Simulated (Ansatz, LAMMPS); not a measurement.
# Molecular dynamics of glassy 60SiO2-40Na2O (mol %) (195 atoms)

Aim: follow glassy 60SiO2-40Na2O (mol %) (195 atoms) for a short time with forces from DFT, then look at structure and electrons in the last frame.

Method: Kohn-Sham DFT, PBE, PAW (set soft_2), plane waves, in Ansatz 0.2.0.

## (1) Starting point

The cell holds 195 atoms: 39 Si, 52 Na and 104 O. Its edges and angles: a = 14.304 Å, b = 14.304 Å, c = 14.304 Å, α = 90.0°, β = 90.0°, γ = 90.0°. 195 atoms (39 Si, 52 Na, 104 O) placed at random at 2.24 g/cm³, melted at 4000 K for 10 ps at fixed volume with the Morse and Coulomb pair potential with partial charges (Pedone, Malavasi, Menziani, Cormack and Segre, J. Phys. Chem. B 110, 11780 (2006)). Quenched from 4000 K to 300 K at 20 K/ps and fixed volume, held 5 ps.

Before any run, some limits are plain. The quench rate of 20 K/ps is orders of magnitude faster than experiment, which tends to freeze in extra defects. The network of bonds at the start is that of the classical potential that made the cell. The Brillouin zone is sampled at Γ only, in a cell whose shortest periodic width is 14 Å.

## (2) Single point at the start

The forces at the start show how far the geometry lies from a minimum of this functional.

input.yaml

```yaml
crystal:
  lattice:
    - [14.3036, 0.0, 0.0]
    - [0.0, 14.3036, 0.0]
    - [0.0, 0.0, 14.3036]
  atoms:
    - { symbol: Si, position: [0.64358, 0.62599, 0.44042] }
    - { symbol: Si, position: [0.90882, 0.63883, 0.82025] }
    - { symbol: Si, position: [0.55017, 0.19124, 0.93571] }
    - { symbol: Si, position: [0.30301, 0.02731, 0.88291] }
    [... 185 atom lines left out ...]
    - { symbol: O, position: [0.62464, 0.9066, 0.18784] }
    - { symbol: O, position: [0.34043, 0.55085, 0.8494] }
    - { symbol: O, position: [0.50894, 0.74592, 0.72922] }
    - { symbol: O, position: [0.97637, 0.07723, 0.42091] }
    - { symbol: O, position: [0.60814, 0.14625, 0.57813] }
    - { symbol: O, position: [0.49416, 0.23655, 0.84777] }
kpoints:
  mp_grid: { grid: [1, 1, 1] }
hamiltonian:
  xc: pbe
scf:
  occupations: { method: fermi_dirac, width: 0.078 }
output:
  forces: true
```

Launch:

```sh
$ ansatz run input.yaml --threads 8 --pin off --max-ram 15872MiB --backend cpu --events-out ev --progress --plain --runs-dir out
```

The job ended after 43 s (8 threads of Arm Neoverse V1, shared host; peak memory 5.1 GiB; 5.6 min of CPU time).

Numbers from this run:

| Quantity | Value |
| --- | --- |
| free energy | -161285.8038 eV |
| free energy per atom | -827.1067 eV/atom |
| SCF cycles | 10 |
| r.m.s. force component | 1.241 eV/Å |
| longest force | 5.885 eV/Å |
| Fermi energy | 4.41 eV |

The r.m.s. force component of 1.2 eV/Å sets the starting point.

Neighbours are counted within 3.09 Å (O-Na), 2.08 Å (O-Si).

Length of the force by element and coordination:

```
element  coordination  atoms  mean length of the force (eV/Å)  spread  least  most
     Na           all     52                            0.753   0.350  0.241  1.61
     Na             3      9                            0.612   0.301  0.323  1.20
     Na             4     18                            0.757   0.343  0.241  1.37
     Na             5     18                            0.772   0.332  0.268  1.49
     Na             6      7                            0.878   0.409  0.490  1.61
      O           all    104                             2.03    1.16  0.337  5.89
      O             2     15                             1.30   0.596  0.337  2.09
      O             3     30                             1.81   0.832  0.552  3.98
      O             4     34                             2.38    1.33  0.494  5.77
      O             5     19                             2.32    1.29  0.404  5.89
      O             6      6                             2.03    1.02  0.966  3.80
     Si           all     39                             2.48    1.23  0.661  5.67
```

## (3) Dynamics at 900 K

Without a thermostat the total energy must stay constant, which tests forces and time step. The time step is 1.0 fs.

Changes to input.yaml since step 2:

```diff
@@ -15 +15,8 @@
   forces: true
+md:
+  timestep: 1.0
+  n_steps: 120
+  ensemble: nve
+  temperature: 900
+  initial_velocities: maxwell_boltzmann
+  seed: 4978
```

It took 58 min on 8 threads; peak memory 5.8 GiB; 7.6 h of CPU time.

The program notes that it switched symmetry off.

Rows from the run:

```csv
time (fs),T (K),potential (meV/atom),conserved (meV/atom)
0.0,900,0.0,0.00
8.0,909,-1.2,0.00
16.0,857,5.6,0.04
24.0,727,22.3,0.06
32.0,733,21.5,0.05
40.0,852,6.2,0.03
48.0,945,-5.8,-0.02
56.0,797,13.3,0.07
64.0,805,12.2,0.02
72.0,826,9.6,0.02
80.0,800,12.8,0.02
88.0,761,18.0,0.05
96.0,806,12.1,0.04
104.0,845,7.1,0.02
112.0,871,3.7,0.02
120.0,864,4.7,0.02
```

Mean square displacement from the first frame to the last: Si 0.097 Å², Na 0.50 Å², O 0.18 Å².

Table of mean square displacement by time lag:

```csv
time lag (fs),Na (Å²),O (Å²),Si (Å²)
1.0,8.8e-5,1.3e-4,7.9e-5
3.0,7.9e-4,0.00112,7.0e-4
5.0,0.00220,0.00307,0.00191
8.0,0.00561,0.00758,0.00462
13.0,0.0147,0.0183,0.0107
15.0,0.0194,0.0232,0.0133
18.0,0.0277,0.0309,0.0170
20.0,0.0340,0.0361,0.0193
23.0,0.0444,0.0438,0.0223
25.0,0.0520,0.0487,0.0240
28.0,0.0642,0.0560,0.0261
32.0,0.0821,0.0654,0.0281
35.0,0.0965,0.0724,0.0294
37.0,0.106,0.0771,0.0302
40.0,0.122,0.0841,0.0316
42.0,0.133,0.0888,0.0326
45.0,0.149,0.0956,0.0342
47.0,0.160,0.0999,0.0355
52.0,0.189,0.110,0.0389
55.0,0.207,0.115,0.0410
57.0,0.218,0.118,0.0425
60.0,0.236,0.122,0.0447
```

Over the second half of 120 fs the temperature averages 820 K with swings of 35 K r.m.s. The conserved energy stays within 0.08 meV/atom. From first frame to last Na has the largest mean square displacement, 0.50 Å² at the end; the farthest move is 1.59 Å. The count of bonds goes from 387 in the first frame to 406 in the last, by one set of cutoffs: 24 pairs passed out of them and 43 came within. The run spans 0.12 ps, too short for its means to be equilibrium values.

## (4) Structure statistics late in the run

The g(r) is a mean over the second half; what follows it is taken at the last frame.

Bonds before and after, by the cutoffs listed below:

| pair | bonds before | bonds after | mean before (Å) | mean after (Å) | spread before (Å) | spread after (Å) |
| --- | --- | --- | --- | --- | --- | --- |
| O-Na | 231 | 250 | 2.546 | 2.552 | 0.252 | 0.265 |
| O-Si | 156 | 156 | 1.618 | 1.651 | 0.048 | 0.059 |

Density 2.24 g/cm³, 15.01 Å³ an atom.

Mean of 14 frames. g(r), total and by pair (bins of 0.2 Å):

| r (Å) | total | O-O | O-Na | O-Si | Na-Na | Na-Si | Si-Si |
| --- | --- | --- | --- | --- | --- | --- | --- |
| 1.50 | 0.73 | 0.00 | 0.00 | 3.41 | 0.00 | 0.00 | 0.00 |
| 1.70 | 2.67 | 0.00 | 0.00 | 12.49 | 0.00 | 0.00 | 0.00 |
| 1.90 | 0.10 | 0.00 | 0.04 | 0.39 | 0.00 | 0.00 | 0.00 |
| 2.10 | 0.32 | 0.00 | 1.12 | 0.00 | 0.00 | 0.00 | 0.00 |
| 2.30 | 0.70 | 0.02 | 2.44 | 0.00 | 0.00 | 0.00 | 0.00 |
| 2.50 | 1.07 | 1.47 | 2.23 | 0.00 | 0.11 | 0.03 | 0.00 |
| 2.70 | 1.68 | 4.15 | 1.40 | 0.00 | 0.59 | 0.45 | 0.03 |
| 2.90 | 0.88 | 1.31 | 0.93 | 0.01 | 0.85 | 1.41 | 0.58 |
| 3.10 | 0.84 | 0.32 | 0.72 | 0.06 | 1.77 | 2.25 | 4.07 |
| 3.30 | 0.87 | 0.51 | 0.59 | 0.29 | 2.08 | 2.17 | 2.87 |
| 3.50 | 0.92 | 0.63 | 0.72 | 0.66 | 1.90 | 2.25 | 0.33 |
| 3.70 | 0.98 | 0.96 | 0.87 | 1.09 | 1.38 | 1.17 | 0.00 |
| 3.90 | 1.08 | 0.94 | 0.95 | 1.55 | 1.27 | 1.11 | 0.01 |
| 4.10 | 1.10 | 0.90 | 0.89 | 1.88 | 1.07 | 0.95 | 0.30 |
| 4.30 | 1.08 | 0.92 | 1.00 | 1.72 | 0.97 | 0.67 | 0.59 |
| 4.50 | 0.93 | 0.85 | 1.14 | 0.96 | 0.60 | 0.65 | 1.10 |
| 4.70 | 0.94 | 0.95 | 1.24 | 0.85 | 0.47 | 0.66 | 0.80 |
| 4.90 | 1.04 | 1.21 | 1.25 | 0.83 | 0.70 | 0.71 | 0.98 |
| 5.10 | 1.08 | 1.33 | 1.10 | 0.89 | 0.83 | 0.81 | 1.38 |
| 5.30 | 1.04 | 1.12 | 1.06 | 0.91 | 0.79 | 0.95 | 1.52 |
| 5.50 | 0.94 | 0.93 | 0.95 | 0.90 | 0.78 | 1.08 | 1.11 |
| 5.70 | 0.95 | 0.95 | 0.90 | 0.90 | 1.03 | 1.03 | 1.29 |
| 5.90 | 0.97 | 0.96 | 0.82 | 0.94 | 1.07 | 1.30 | 1.06 |
| 6.10 | 0.98 | 0.96 | 0.86 | 0.87 | 1.30 | 1.35 | 1.06 |
| 6.30 | 1.06 | 1.01 | 1.04 | 1.12 | 1.09 | 1.21 | 0.90 |
| 6.50 | 1.02 | 0.97 | 0.98 | 1.15 | 1.15 | 1.11 | 0.69 |
| 6.70 | 1.02 | 1.03 | 1.01 | 1.04 | 1.18 | 0.91 | 0.89 |
| 6.90 | 1.00 | 0.97 | 1.06 | 1.01 | 0.97 | 0.94 | 0.81 |

Bonds by pair of elements; cutoffs follow the first minimum of g(r), held within bounds set by covalent radii, and pairs that aren't listed don't count as bonded:

| pair A-B | cutoff (Å) | bonds | mean length (Å) | spread (Å) | shortest (Å) | B about A | A about B |
| --- | --- | --- | --- | --- | --- | --- | --- |
| O-Na | 3.09 | 250 | 2.55 | 0.265 | 2.02 | 2.40 | 4.81 |
| O-Si | 2.16 | 156 | 1.65 | 0.059 | 1.53 | 1.5 | 4 |

How many atoms have how many bonded neighbours:

```csv
element,mean,2,3,4,5,6,8
Na,4.81,0,5,15,19,12,1
O,3.90,10,26,37,26,5,0
Si,4,0,0,39,0,0,0
```

Bond angles (no mean is given where the spread exceeds 20°):

| angle | count | mean (°) | spread (°) |
| --- | --- | --- | --- |
| O-Na-O | 503 | - | - |
| Na-O-Si | 317 | - | - |
| Na-O-Na | 276 | - | - |
| O-Si-O | 234 | 109 | 6.7 |
| Si-O-Si | 52 | 144 | 11.4 |

Oxygen atoms by the number of network formers (Si, P, Ge, B, Al, As, Ga) bound to them:

```csv
network formers bound to O,O atoms,per cent
0,0,0
1,52,50
2,52,50
```

Network units: each former by its oxygen neighbours and how many of them bridge to another former:

| former | O neighbours | bridging O | atoms |
| --- | --- | --- | --- |
| Si | 4 | 1 | 2 |
| Si | 4 | 2 | 11 |
| Si | 4 | 3 | 24 |
| Si | 4 | 4 | 2 |

Bond length by coordination (bonds to H left out):

```
element  coordination  atoms  mean bond length (Å)
     Na             3      5                  2.41
     Na             4     15                  2.51
     Na             5     19                  2.55
     Na             6     12                  2.60
     Na             8      1                  2.65
      O             2     10                  1.65
      O             3     26                  2.01
      O             4     37                  2.21
      O             5     26                  2.36
      O             6      5                  2.39
```

Rings of the network by King's shortest-path rule, up to 12 atoms, one path for each pair of neighbours; H, halogens, alkali and alkaline-earth atoms are left out, and the last column divides by all other atoms, bonded or not:

```
ring size (atoms)  rings  per network atom
               10      5             0.035
               12      3             0.021
```

For some of the pairs, g(r) has its first main peak near 2.7 Å (O-O), 2.4 Å (O-Na), 1.6 Å (O-Si), 3.4 Å (Na-Na) and 3.2 Å (Si-Si). Counting bonds as in the table, 37 % of Na atoms have 5, 36 % of O atoms have 4 and all Si atoms have 4 bonded neighbours. 50 % of the oxygens bridge two formers (Si) and 50 % are non-bridging. The commonest Si unit has 4 oxygens, 3 of them shared with other formers (24 of 39 atoms). Rings of 10 atoms are the most common (62 % of those counted); sizes run from 10 to 12, where the search stops.

## (5) Single point at the last frame

The last frame is solved once more, with the analyses that the dynamics left out.

input.yaml

```yaml
crystal:
  lattice:
    - [14.3036, 0.0, 0.0]
    - [0.0, 14.3036, 0.0]
    - [0.0, 0.0, 14.3036]
  atoms:
    - { symbol: Si, position: [0.6423, 0.63701, 0.4347] }
    - { symbol: Si, position: [0.9102, 0.63564, 0.80683] }
    - { symbol: Si, position: [0.5497, 0.18558, 0.95447] }
    - { symbol: Si, position: [0.28281, 0.02282, 0.88268] }
    [... 185 atom lines left out ...]
    - { symbol: O, position: [0.6134, 0.89974, 0.1988] }
    - { symbol: O, position: [0.35169, 0.52176, 0.83355] }
    - { symbol: O, position: [0.53464, 0.76004, 0.7355] }
    - { symbol: O, position: [0.95894, 0.07816, 0.39508] }
    - { symbol: O, position: [0.60353, 0.14052, 0.61675] }
    - { symbol: O, position: [0.49199, 0.20148, 0.855] }
kpoints:
  mp_grid: { grid: [1, 1, 1] }
hamiltonian:
  xc: pbe
scf:
  occupations: { method: fixed }
output:
  forces: true
  stress: true
  populations: true
  dos:
    method: { smearing: { sigma: 0.15 } }
    de: 0.1
    projected: { site_lists: { Na: [Na], O: [O], Si: [Si] } }
  eigenvalues: true
  write_density: true
  write_potential: true
  volumetric_format: npy
  elf: true
```

Elapsed: 79 s, on 8 threads; peak memory 5.3 GiB.

The run gave:

```
free energy                                      : -161284.8872 eV
free energy per atom                             : -827.1020 eV/atom
SCF cycles                                       : 10
pressure                                         : -0.2261 GPa
r.m.s. force component                           : 1.222 eV/Å
longest force                                    : 5.419 eV/Å
Fermi energy                                     : 3.272 eV
gap (highest filled to lowest empty level) : 2.313 eV
spilling of the projection                       : 0.00894
```

Neighbours are counted within 3.09 Å (O-Na), 2.16 Å (O-Si), the cutoffs taken from the dynamics.

Length of the force by element and coordination:

| element | coordination | atoms | mean length of the force (eV/Å) | spread | least | most |
| --- | --- | --- | --- | --- | --- | --- |
| Na | all | 52 | 0.652 | 0.406 | 0.0997 | 2.09 |
| Na | 3 | 5 | 0.350 | 0.162 | 0.0997 | 0.597 |
| Na | 4 | 15 | 0.524 | 0.249 | 0.125 | 1.01 |
| Na | 5 | 19 | 0.809 | 0.487 | 0.127 | 2.09 |
| Na | 6 | 12 | 0.704 | 0.385 | 0.196 | 1.69 |
| Na | 8 | 1 | 0.458 | 0 | 0.458 | 0.458 |
| O | all | 104 | 1.77 | 0.809 | 0.182 | 3.99 |
| O | 2 | 10 | 1.79 | 0.829 | 0.705 | 3.72 |
| O | 3 | 26 | 1.83 | 0.782 | 0.182 | 3.82 |
| O | 4 | 37 | 1.91 | 0.775 | 0.444 | 3.99 |
| O | 5 | 26 | 1.56 | 0.739 | 0.477 | 3.66 |
| O | 6 | 5 | 1.42 | 1.12 | 0.514 | 3.61 |
| Si | all | 39 | 3.20 | 1.15 | 0.446 | 5.42 |

Löwdin charges by element and coordination (they lack the spilled electrons, 0.057 e an atom on average):

```
element  coordination  atoms  mean charge (e)  spread   least    most
     Na           all     52            0.795  0.0138   0.771   0.839
     Na             3      5            0.792  0.0136   0.781   0.818
     Na             4     15            0.799  0.0135   0.774   0.818
     Na             5     19            0.794  0.0152   0.771   0.839
     Na             6     12            0.794  0.0087   0.782   0.811
     Na             8      1            0.820       0   0.820   0.820
      O           all    104           -0.898  0.0836   -1.02  -0.745
      O             2     10           -0.801  0.0102  -0.824  -0.786
      O             3     26           -0.839  0.0585  -0.972  -0.745
      O             4     37           -0.904  0.0731   -1.00  -0.807
      O             5     26           -0.964  0.0558   -1.02  -0.836
      O             6      5            -1.01  0.0115   -1.02  -0.985
     Si           all     39             1.62  0.0562    1.49    1.75
```

States in the cell by windows of 1 eV, zero at the Fermi level; the larger projections on atomic orbitals stand beside the total:

```
from (eV)  to (eV)  total    O p  Si p  Na s   O s
      -18      -17   45.3    1.0   5.1   0.9  35.3
      -17      -16   49.3    0.8   6.1   0.8  39.7
      -16      -15    7.7    0.1   0.9   0.1   6.2
      -15      -11    0.0    0.0   0.0   0.0   0.0
      -11      -10    7.1    4.7   0.4   0.0   0.4
      -10       -9   20.3   13.6   1.5   0.0   1.2
       -9       -8   20.2   14.1   2.2   0.0   1.0
       -8       -7   30.7   22.7   4.9   0.0   0.9
       -7       -6   25.2   19.2   4.6   0.1   0.5
       -6       -5   46.0   36.2   5.3   0.4   2.5
       -5       -4   90.4   75.3   7.1   1.3   3.9
       -4       -3  106.7   93.9   5.0   2.2   2.8
       -3       -2  104.1   95.2   3.1   2.1   1.3
       -2       -1  120.4  113.0   2.7   1.5   0.7
       -1        0   51.3   48.8   0.9   0.5   0.2
        0        1    1.7    1.6   0.0   0.0   0.0
        1        2    0.0    0.0   0.0   0.0   0.0
        2        3    2.1    0.1   0.0   1.4   0.4
        3        4   15.2    1.7   0.6   9.5   1.9
        4        5   27.5    3.1   2.3  14.7   2.7
```

With fixed occupations the program's Fermi level is the highest filled level; weight inside the gap is the broadening of levels at its edges.

Between -26 and -18 eV lie 418 more states.

The stored curve holds about 1144 of the 1248 electrons; the rest, give or take the few that broadening carries across the Fermi level, lie in deeper levels below its range.

The levels nearest the highest filled one (over half full), pooled over k-points and spins:

```
level less the highest filled one (eV)  occupation
                                -0.308           2
                                -0.256           2
                                -0.147           2
                               -0.0666           2
                               -0.0203           2
                                     0           2
                                  2.31           0
                                  3.24           0
                                  3.29           0
                                  3.37           0
                                  3.50           0
                                  3.60           0
```

Mean Löwdin charges: Na +0.80, O -0.90, Si +1.62 e (they miss 0.89 % of the electrons, so they add up to more than the cell's charge). The largest share in the top eV of filled states is O p (97 % of the projected weight), and in the lowest eV of empty states Na s (68 % of the projected weight).

## (6) Outcome

```json
{
  "mean temperature, second half": "819.6 K",
  "temperature swing, second half": "34.65 K",
  "slope of the conserved energy against time, by least squares": "-0.0415 meV/atom/ps",
  "free energy per atom": "-827.1020 eV/atom",
  "pressure": "-0.2261 GPa",
  "r.m.s. force component": "1.222 eV/Å",
  "gap (highest filled to lowest empty level)": "2.313 eV",
  "wall time of the 3 DFT runs": "60 min"
}
```

What this shows: Over the second half of 120 fs the temperature averages 820 K with swings of 35 K r.m.s. The conserved energy stays within 0.08 meV/atom. The count of bonds goes from 387 in the first frame to 406 in the last, by one set of cutoffs: 24 pairs passed out of them and 43 came within. The run spans 0.12 ps, too short for its means to be equilibrium values. Counting bonds as in the table, 37 % of Na atoms have 5, 36 % of O atoms have 4 and all Si atoms have 4 bonded neighbours. 50 % of the oxygens bridge two formers (Si) and 50 % are non-bridging. Between filled and empty levels lie 2.31 eV (at Γ alone); a semilocal functional tends to put such gaps too low. In a disordered cell it changes from sample to sample, and tail or defect levels can set it.

What to keep in mind: The network of bonds at the start is that of the classical potential that made the cell; in DFT 24 of its 387 bonded pairs passed out of the cutoffs and 43 came within them. The pressure of a single frame lacks the kinetic term, about 0.75 GPa here.

[Logs are printed without paths, hosts, clocks, repeated set-up lines and the standing remarks that a program may print on its own settings, such as how far it seeks lower states.]

[Hosts, paths, dates, database ids (printed as entryN), source tags and the programs' standing remarks are cut or masked in the printed files.]
